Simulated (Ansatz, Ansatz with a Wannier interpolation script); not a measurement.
An input for Ansatz 0.2.0 (SnSe (Pnma)):

```yaml
crystal:
  lattice:
    - [11.42, 0.0, 0.0]
    - [0.0, 4.19, 0.0]
    - [0.0, 0.0, 4.46]
  atoms:
    - { symbol: Sn, position: [0.123, 0.25, 0.091] }
    - { symbol: Sn, position: [0.377, 0.75, 0.591] }
    - { symbol: Sn, position: [0.623, 0.25, 0.409] }
    - { symbol: Sn, position: [0.877, 0.75, 0.909] }
    - { symbol: Se, position: [0.357, 0.25, 0.016] }
    - { symbol: Se, position: [0.143, 0.75, 0.516] }
    - { symbol: Se, position: [0.857, 0.25, 0.484] }
    - { symbol: Se, position: [0.643, 0.75, 0.984] }
kpoints:
  mp_grid: { grid: [2, 4, 4] }
  band_path:
    path:
      - [[0.0, 0.0, 0.0], [0.5, 0.0, 0.0], [0.5, 0.5, 0.0], [0.0, 0.5, 0.0], [0.0, 0.0, 0.0], [0.0, 0.0, 0.5], [0.5, 0.0, 0.5], [0.5, 0.5, 0.5], [0.0, 0.5, 0.5], [0.0, 0.0, 0.5]]
      - [[0.5, 0.0, 0.0], [0.5, 0.0, 0.5]]
      - [[0.0, 0.5, 0.0], [0.0, 0.5, 0.5]]
      - [[0.5, 0.5, 0.0], [0.5, 0.5, 0.5]]
    npoints: 10
hamiltonian:
  xc: lda
scf:
  occupations: { method: fermi_dirac, width: 0.02 }
  n_extra_bands: 113
output:
  eigenvalues: true
  fatbands: true
  write_density: true
  write_potential: true
  elf: true
  volumetric_format: npy
```

The database entry behind the starting cell differs from later determinations by our own check (an axis about 0.9 % long against later determinations), so it need not match the best structure at ambient conditions.

```sh
ansatz run input.yaml --threads 3 --pin off --max-ram 92160MiB --backend cuda --events-out ev --progress --plain --runs-dir out --devices 1 --max-vram 13GiB  # rebuilt from the run's record
```

**Question.** How long will it take on 1 × NVIDIA H100 80GB HBM3 (shared by 6 runs) with 3 threads of AMD EPYC 7R13 (Zen 3), shared host, and how much memory?

It took 21 s; on shared hardware allow 10 s to 42 s. Peak host memory was 1.2 GiB. The sizes that set the cost: 4163 plane waves a state, 18 irreducible k points and 7 SCF cycles.

[Paths, hosts, dates, memory and timing lines, banners, echoed tables and standing remarks are left out of the program output.]

[Logs are printed without paths, hosts, clocks, repeated set-up lines and the standing remarks that a program may print on its own settings, such as how far it seeks lower states.]

[Runs of the session that timed out or met a known fault of the program may be left out.]

[Hosts, paths, dates, database ids (printed as entryN), source tags and the programs' standing remarks are cut or masked in the printed files.]
